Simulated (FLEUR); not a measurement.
# MnF2: which magnetic order is lowest, part 2 of 3

Does MnF2 prefer parallel or opposed moments?

FLEUR MaX-R8.1; LDA (VWN) with U = 5.9 eV, J = 0.9 eV on Mn d; all-electron FLAPW, Dirac cores, scalar-relativistic bands.

So far. Step 2 (Start 1: ferro ++): After 16 cycles the largest moment stands at 4.74 μB.

### 3. Start 2: antiferro +-

Another pattern of signs weighs the neighbour shells otherwise.

Contents of inp.xml:

```
<?xml version="1.0" encoding="UTF-8" standalone="no"?>
<fleurInput fleurInputVersion="0.39">
   <comment>
      MnF2
   </comment>
   <calculationSetup>
      <cutoffs Kmax="4.29" Gmax="12.9" GmaxXC="12.9" numbands="0"/>
      <scfLoop itmax="130" minDistance="0.0001" maxIterBroyd="15" imix="Anderson" alpha="0.05" precondParam="0.0" spinf="2.0" sdNocoIR="T"/>
      <coreElectrons ctail="T" frcor="F" kcrel="0" coretail_lmax="0"/>
      <xcFunctional name="vwn" relativisticCorrections="F"/>
      <magnetism jspins="2"/>
      <soc l_soc="F" theta="0.0" phi="0.0" spav="F"/>
      <expertModes spex="0" secvar="F"/>
      <geometryOptimization l_f="F" forcealpha="1.0" forcemix="BFGS" epsdisp="0.00001" epsforce="0.00001"/>
      <ldaU l_linMix="F" mixParam="0.05" spinf="1.0"/>
   </calculationSetup>
   <cell>
      <bzIntegration valenceElectrons="58.0" mode="hist" fermiSmearingEnergy="0.00110248">
         <kPointListSelection listName="default-1"/>
         <xi:include xmlns:xi="http://www.w3.org/2001/XInclude" href="kpts.xml"> </xi:include>
      </bzIntegration>
      <xi:include xmlns:xi="http://www.w3.org/2001/XInclude" href="sym.xml"> </xi:include>
      <bulkLattice scale="1.0">
         <bravaisMatrix>
            <row-1>    9.2101471860754796     0.0000000000000000     0.0000000000000000</row-1>
            <row-2>    0.0000000000000000     9.2101471860754796     0.0000000000000000</row-2>
            <row-3>    0.0000000000000000     0.0000000000000000     6.2563162807132198</row-3>
         </bravaisMatrix>
      </bulkLattice>
   </cell>
   <atomSpecies>
      <species name="Manganese 4.501" element="Mn" atomicNumber="25">
         <mtSphere radius="2.48" gridPoints="819" logIncrement="0.015"/>
         <atomicCutoffs lmax="10" lnonsphr="8"/>
         <electronConfig flipSpins="F">
            <coreConfig>(1s1/2) (2s1/2) (2p1/2) (2p3/2)</coreConfig>
            <valenceConfig>(3s1/2) (3p1/2) (3p3/2) (4s1/2) (3d3/2) (3d5/2)</valenceConfig>
            <stateOccupation state="(3d3/2)" spinUp="1.7505" spinDown="0.2495"/>
            <stateOccupation state="(3d5/2)" spinUp="3.0" spinDown="0.0"/>
         </electronConfig>
         <energyParameters s="4" p="4" d="3" f="4"/>
         <ldaU l="2" U="5.9" J="0.9" l_amf="F"/>
         <lo type="SCLO" l="0" n="3" eDeriv="0"/>
         <lo type="SCLO" l="1" n="3" eDeriv="0"/>
      </species>
      <species name="Manganese -4.501" element="Mn" atomicNumber="25">
         <mtSphere radius="2.48" gridPoints="819" logIncrement="0.015"/>
         <atomicCutoffs lmax="10" lnonsphr="8"/>
         <electronConfig flipSpins="F">
            <coreConfig>(1s1/2) (2s1/2) (2p1/2) (2p3/2)</coreConfig>
            <valenceConfig>(3s1/2) (3p1/2) (3p3/2) (4s1/2) (3d3/2) (3d5/2)</valenceConfig>
            <stateOccupation state="(3d3/2)" spinUp="0.2495" spinDown="1.7505"/>
            <stateOccupation state="(3d5/2)" spinUp="0.0" spinDown="3.0"/>
         </electronConfig>
         <energyParameters s="4" p="4" d="3" f="4"/>
         <ldaU l="2" U="5.9" J="0.9" l_amf="F"/>
         <lo type="SCLO" l="0" n="3" eDeriv="0"/>
         <lo type="SCLO" l="1" n="3" eDeriv="0"/>
      </species>
      <species name="Fluorine (F)" element="F" atomicNumber="9">
         <mtSphere radius="1.4" gridPoints="463" logIncrement="0.023"/>
         <atomicCutoffs lmax="6" lnonsphr="4"/>
         <electronConfig flipSpins="F">
            <coreConfig>(1s1/2)</coreConfig>
            <valenceConfig>(2s1/2) (2p1/2) (2p3/2)</valenceConfig>
            <stateOccupation state="(2p1/2)" spinUp="0.833333" spinDown="0.833333"/>
            <stateOccupation state="(2p3/2)" spinUp="1.666667" spinDown="1.666667"/>
         </electronConfig>
         <energyParameters s="2" p="2" d="3" f="4"/>
      </species>
   </atomSpecies>
   <atomGroups>
      <atomGroup species="Manganese 4.501">
         <relPos label="                   1">.0000000000 .0000000000 .0000000000</relPos>
         <force calculate="T" relaxXYZ="TTT"/>
      </atomGroup>
      <atomGroup species="Manganese -4.501">
         <relPos label="                   2">1.000/2.000 1.000/2.000 1.000/2.000</relPos>
         <force calculate="T" relaxXYZ="TTT"/>
      </atomGroup>
      <atomGroup species="Fluorine (F)">
         <relPos label="                   3">.3053000000 .3053000000 .0000000000</relPos>
         <relPos label="                   5">-.3053000000 -.3053000000 .0000000000</relPos>
         <force calculate="T" relaxXYZ="TTT"/>
      </atomGroup>
      <atomGroup species="Fluorine (F)">
         <relPos label="                   4">.1947000000 -.1947000000 1.000/2.000</relPos>
         <relPos label="                   6">-.1947000000 .1947000000 1.000/2.000</relPos>
         <force calculate="T" relaxXYZ="TTT"/>
      </atomGroup>
   </atomGroups>
   <output dos="F" band="F" slice="F">
      <bandDOS minEnergy="-.5*Htr" maxEnergy="0.5*Htr" sigma="0.015" storeEVData="T"/>
      <plotting iplot="0" polar="F">
         <plot TwoD="T" vec1="  1.0  0.0  0.0" vec2="  0.0  1.0  0.0" vec3="  0.0  0.0  1.0" zero="  0.0  0.0  0.0" file="plot"/>
      </plotting>
      <moessbauerParams electricFieldGradient="F" isomerShift="F" coreHyperfine="F" valenceHyperfine="F"/>
   </output>
</fleurInput>
```

Contents of crystal.txt:

```
MnF2
&input film=F cartesian=F /
4.87380000000  0.00000000000  0.00000000000
0.00000000000  4.87380000000  0.00000000000
0.00000000000  0.00000000000  3.31070000000
1.8897261246
1.0 1.0 1.0

6
25 0.00000000000  0.00000000000  0.00000000000 : 4.501
25 0.50000000000  0.50000000000  0.50000000000 : -4.501
9 0.30530000000  0.30530000000  0.00000000000
9 0.19470000000  0.80530000000  0.50000000000
9 0.69470000000  0.69470000000  0.00000000000
9 0.80530000000  0.19470000000  0.50000000000

&kpt div1=6 div2=6 div3=6 gamma=T /
```

Launch:

```bash
> OMP_NUM_THREADS=1 inpgen -f crystal.txt > inpgen.log  # inp.xml is then edited as shown
> OMP_NUM_THREADS=1 mpirun -n 4 fleur_MPI > fleur.log
```

The log of the run:

```text
[banner, memory and clock lines left out]
Welcome to FLEUR        (www.flapw.de)
      MaX-Release 8.1          (www.max-centre.eu)

 ========== k-point set info ==========
 Selected k-point list: default-1
 k-point list type: mesh
 6 x 6 x 6
 Number of k points: 52

 ------------Calculation Setup---------------------------
 Number of PE/node        :            4
 Number of OMP-threads    :            1
 k-points in parallel     :            4
 pe's per k-point         :            1
 No of k-point loops      :           13
 Eigenvalue solver        :       lapack
 Number of basis functions:          761
 Approximate size of matrices (H+S) per k-point:         0.009 GB
 no density matrix found ... skipping LDA+U
 Reset of history
 Iteration:     1   Distance:      13.36846035 me/bohr^3
 Iteration:     2   Distance:      12.53442942 me/bohr^3
 Iteration:     3   Distance:      11.15306911 me/bohr^3
 Iteration:     4   Distance:       6.69572276 me/bohr^3
 Iteration:     5   Distance:       4.16555672 me/bohr^3
 Iteration:     6   Distance:       1.75851948 me/bohr^3
 Iteration:     7   Distance:       0.48370590 me/bohr^3
 Iteration:     8   Distance:       0.51394437 me/bohr^3
 Iteration:     9   Distance:       0.05301233 me/bohr^3
 Iteration:    10   Distance:       0.02143256 me/bohr^3
 Iteration:    11   Distance:       0.00437334 me/bohr^3
 Iteration:    12   Distance:       0.00364531 me/bohr^3
 Iteration:    13   Distance:       0.00070945 me/bohr^3
 Iteration:    14   Distance:       0.00019115 me/bohr^3
 Iteration:    15   Distance:       0.00017037 me/bohr^3
 Iteration:    16   Distance:       0.00003367 me/bohr^3

 ********************************************************************
 Run finished successfully
 Stop message:
   all done
 ********************************************************************

--- out.xml (last complete iteration) ---
<iteration numberForCurrentRun="   16" overallNumber="   16">
         [... left out ...]
         <bandgap value="3.5937258802" units="eV"/>
         <sumValenceSingleParticleEnergies value="-37.4274981357" units="Htr"/>
         <FermiEnergy value="0.0662172008" units="Htr"/>
         <valenceDensity>
            <mtCharges spin="1">
               <mtCharge atomType="1" total="9.2183657" s="1.1203656" p="3.1474943" d="4.8870500" f="0.0414947"/>
               <mtCharge atomType="2" total="4.4991035" s="1.1008888" p="3.1297044" d="0.2061868" f="0.0405436"/>
               <mtCharge atomType="3" total="2.8080304" s="0.8013272" p="2.0054443" d="0.0010680" f="0.0001539"/>
               <mtCharge atomType="4" total="2.8238996" s="0.8029442" p="2.0190685" d="0.0016045" f="0.0002320"/>
            </mtCharges>
            <mtCharges spin="2">
               <mtCharge atomType="1" total="4.4991035" s="1.1008888" p="3.1297044" d="0.2061868" f="0.0405436"/>
               <mtCharge atomType="2" total="9.2183657" s="1.1203656" p="3.1474943" d="4.8870500" f="0.0414947"/>
               <mtCharge atomType="3" total="2.8238996" s="0.8029442" p="2.0190685" d="0.0016045" f="0.0002320"/>
               <mtCharge atomType="4" total="2.8080304" s="0.8013272" p="2.0054443" d="0.0010680" f="0.0001539"/>
            </mtCharges>
            <spinDependentCharge spin="1" total="29.0000000" interstitial="4.0186708" mtSpheres="24.9813292"/>
            <spinDependentCharge spin="2" total="29.0000000" interstitial="4.0186708" mtSpheres="24.9813292"/>
            <totalCharge value="58.0000000000"/>
         </valenceDensity>
         [... left out ...]
         <magneticMomentsInMTSpheres units="muBohr">
            <globalMagMoment atomType="1" vec="0.00000   0.00000   4.71926"/>
            <localMagMoment atomType="1" vec="0.00000   0.00000   4.71926"/>
            <globalMagMoment atomType="2" vec="0.00000   0.00000  -4.71926"/>
            <localMagMoment atomType="2" vec="0.00000   0.00000  -4.71926"/>
            <globalMagMoment atomType="3" vec="0.00000   0.00000  -0.01587"/>
            <localMagMoment atomType="3" vec="0.00000   0.00000  -0.01587"/>
            <globalMagMoment atomType="4" vec="0.00000   0.00000   0.01587"/>
            <localMagMoment atomType="4" vec="0.00000   0.00000   0.01587"/>
         </magneticMomentsInMTSpheres>
         [... left out ...]
         <totalEnergy value="    -2710.5274904592" units="Htr">
            <sumOfEigenvalues value="    -1548.7016461478">
               <coreElectrons value="-1511.2741480121"/>
               <valenceElectrons value="-37.4274981357"/>
            </sumOfEigenvalues>
            <densityCoulombPotentialIntegral value="-4099.8509194515"/>
            <densityEffectivePotentialIntegral value="-4284.7337558533"/>
            <chargeDenXCDenIntegral value="-139.8244166763"/>
            <FockExchangeEnergyValence value="0.0000000000"/>
            <FockExchangeEnergyCore value="0.0000000000"/>
         [... left out ...]
            <dftUCorrection value="-0.8804862472"/>
            <tkbTimesEntropy value="0.0000000000"/>
            <freeEnergy value="-2710.5274904592"/>
            <extrapolationTo0K value="-2710.5274904592"/>
         </totalEnergy>
         [... left out ...]
         <ldaUDensityMatrixConvergence>
            <distance spin="1" distance="0.000001"/>
            <distance spin="2" distance="0.000001"/>
         </ldaUDensityMatrixConvergence>
         <densityConvergence units="me/bohr^3">
            <chargeDensity spin="1" distance="0.0000183142"/>
            <chargeDensity spin="2" distance="0.0000183205"/>
            <overallChargeDensity distance="0.0000336718"/>
            <spinDensity distance="0.0000144330"/>
         </densityConvergence>
      </iteration>
```

Wall time 59 s (4 MPI ranks of Intel Xeon 6975P-C (Granite Rapids), shared host); peak memory 0.45 GiB.

Spin moment in the muffin-tin sphere by atom:

| atom | spin moment in the muffin-tin sphere (μB) |
| --- | --- |
| Mn1 | 4.72 |
| Mn2 | -4.72 |
| F3 | -0.02 |
| F4 | 0.02 |
| F5 | -0.02 |
| F6 | 0.02 |

Numbers from this step:

```yaml
free_energy: -73757.2105 eV
program_s_band_gap_on_this_mesh_in_a_metal_only_a_level_spacing: 3.594 eV
magnetization: 0 μB
final_state: antiferromagnetic
```

It lies 15.4 meV a seeded atom under the first start, and its largest moment is 4.72 μB against 4.74 μB.

### 4. Run 3 (no spin polarisation)

A spinless run shows what the cell costs with no moments; under a U that can hold a penalty on part-filled orbitals beside the lost exchange.

inp.xml, as its differences from that of step 3:

```diff
@@ -10,3 +10,3 @@
       <xcFunctional name="vwn" relativisticCorrections="F"/>
-      <magnetism jspins="2"/>
+      <magnetism jspins="1"/>
       <soc l_soc="F" theta="0.0" phi="0.0" spav="F"/>
@@ -31,3 +31,3 @@
    <atomSpecies>
-      <species name="Manganese 4.501" element="Mn" atomicNumber="25">
+      <species name="Manganese (Mn)" element="Mn" atomicNumber="25">
          <mtSphere radius="2.48" gridPoints="819" logIncrement="0.015"/>
@@ -37,18 +37,4 @@
             <valenceConfig>(3s1/2) (3p1/2) (3p3/2) (4s1/2) (3d3/2) (3d5/2)</valenceConfig>
-            <stateOccupation state="(3d3/2)" spinUp="1.7505" spinDown="0.2495"/>
-            <stateOccupation state="(3d5/2)" spinUp="3.0" spinDown="0.0"/>
-         </electronConfig>
-         <energyParameters s="4" p="4" d="3" f="4"/>
-         <ldaU l="2" U="5.9" J="0.9" l_amf="F"/>
-         <lo type="SCLO" l="0" n="3" eDeriv="0"/>
-         <lo type="SCLO" l="1" n="3" eDeriv="0"/>
-      </species>
-      <species name="Manganese -4.501" element="Mn" atomicNumber="25">
-         <mtSphere radius="2.48" gridPoints="819" logIncrement="0.015"/>
-         <atomicCutoffs lmax="10" lnonsphr="8"/>
-         <electronConfig flipSpins="F">
-            <coreConfig>(1s1/2) (2s1/2) (2p1/2) (2p3/2)</coreConfig>
-            <valenceConfig>(3s1/2) (3p1/2) (3p3/2) (4s1/2) (3d3/2) (3d5/2)</valenceConfig>
-            <stateOccupation state="(3d3/2)" spinUp="0.2495" spinDown="1.7505"/>
-            <stateOccupation state="(3d5/2)" spinUp="0.0" spinDown="3.0"/>
+            <stateOccupation state="(3d3/2)" spinUp="1.000000" spinDown="1.000000"/>
+            <stateOccupation state="(3d5/2)" spinUp="1.500000" spinDown="1.500000"/>
          </electronConfig>
@@ -72,7 +58,4 @@
    <atomGroups>
-      <atomGroup species="Manganese 4.501">
+      <atomGroup species="Manganese (Mn)">
          <relPos label="                   1">.0000000000 .0000000000 .0000000000</relPos>
-         <force calculate="T" relaxXYZ="TTT"/>
-      </atomGroup>
-      <atomGroup species="Manganese -4.501">
          <relPos label="                   2">1.000/2.000 1.000/2.000 1.000/2.000</relPos>
@@ -82,7 +65,4 @@
          <relPos label="                   3">.3053000000 .3053000000 .0000000000</relPos>
+         <relPos label="                   4">.1947000000 -.1947000000 1.000/2.000</relPos>
          <relPos label="                   5">-.3053000000 -.3053000000 .0000000000</relPos>
-         <force calculate="T" relaxXYZ="TTT"/>
-      </atomGroup>
-      <atomGroup species="Fluorine (F)">
-         <relPos label="                   4">.1947000000 -.1947000000 1.000/2.000</relPos>
          <relPos label="                   6">-.1947000000 .1947000000 1.000/2.000</relPos>
```

crystal.txt, as its differences from that of step 3:

```diff
@@ -9,4 +9,4 @@
 6
-25 0.00000000000  0.00000000000  0.00000000000 : 4.501
-25 0.50000000000  0.50000000000  0.50000000000 : -4.501
+25 0.00000000000  0.00000000000  0.00000000000
+25 0.50000000000  0.50000000000  0.50000000000
 9 0.30530000000  0.30530000000  0.00000000000
```

The log of the run:

```text
[banner, memory and clock lines left out]
Welcome to FLEUR        (www.flapw.de)
      MaX-Release 8.1          (www.max-centre.eu)

 ========== k-point set info ==========
 Selected k-point list: default-1
 k-point list type: mesh
 6 x 6 x 6
 Number of k points: 40

 [... set-up left out ...]
 no density matrix found ... skipping LDA+U
 Reset of history
 Iteration:     1   Distance:      32.60248071 me/bohr^3
 Iteration:     2   Distance:      37.42859838 me/bohr^3
 Iteration:     3   Distance:      35.33646546 me/bohr^3
 Iteration:     4   Distance:      15.79347886 me/bohr^3
[...]
<sumOfEigenvalues value="    -1549.9736433953">
               <coreElectrons value="-1512.3496733695"/>
               <valenceElectrons value="-37.6239700258"/>
            </sumOfEigenvalues>
         [... left out ...]
            <freeEnergy value="-2710.1563828764"/>
            <extrapolationTo0K value="-2710.1558515742"/>
         </totalEnergy>
         [... left out ...]
         <ldaUDensityMatrixConvergence>
            <distance spin="1" distance="0.000008"/>
         </ldaUDensityMatrixConvergence>
         <densityConvergence units="me/bohr^3">
            <chargeDensity spin="1" distance="0.0000780801"/>
         </densityConvergence>
      </iteration>
```

It took 28 s on 4 MPI ranks; peak memory 0.32 GiB; 1.8 min of CPU time.

Read from the output:

```yaml
free_energy: -73747.1121 eV
program_s_band_gap_on_this_mesh_in_a_metal_only_a_level_spacing: 0 eV
final_state: non-magnetic (no spin polarisation)
```

It lies 5034 meV a seeded atom over the first start.

[end of part 2 of 3]

[Logs and program files are shortened in this print: banners, set-up blocks, solver, clock and traceback lines can be left out without a mark of their own.]

[Logs are printed without paths, hosts, clocks, repeated set-up lines and the standing remarks that a program may print on its own settings, such as how far it seeks lower states.]

[Hosts, paths, dates, database ids (printed as entryN), source tags and the programs' standing remarks are cut or masked in the printed files.]

[Where a cell is said to come from a database of computed structures, the database is the Materials Project.]
